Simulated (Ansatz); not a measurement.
# The potential step between two gates: black phosphorene bilayer, AB

Two oppositely charged gates put a neutral stack in a displacement field D. The voltage between them is D/ε₀ times an electrical distance, shorter than the real one because the stack screens.

How it was computed: Ansatz 0.2.0, plane waves with PAW datasets (its set soft_1), PBE-D3(BJ); isolated slab, charged sheets 5 Å from the outer atoms behind model barriers, atoms held. Voltages count from the uncharged case.

| run | D/ε₀ (V/nm) | step in an electron's potential, upper less lower gate (eV) |
| --- | --- | --- |
| run 1 | −1.810 | −1.441 |
| run 2 | 0.000 | 0.000 |
| run 3 | 0.905 | 0.721 |
| run 4 | 1.810 | 1.441 |
| run 5 | 2.714 | 2.161 |
| run 6 | 3.619 | ? |

Q: Estimate the withheld value from the rows shown.

A least-squares line through the 5 rows shown has slope 0.7962 and intercept 0.0001; no row lies more than 0.001 eV off it. The size of the slope, 0.796 nm, is the electrical distance; the sheets are 1.724 nm apart, and screening reaches beyond the outer atoms. At 3.619 it gives 0.7962 × 3.619 + 0.0001 = 2.882 eV, beyond the rows fitted. Rounding and scatter of the rows alone allow about ±0.001 eV there.

The run itself gives 2.881 eV: a miss of −0.001 eV, or 0.0 % of the value. Screening stays linear to within 1 % over this range.

**Limits.** The gates are model sheets, not atoms.
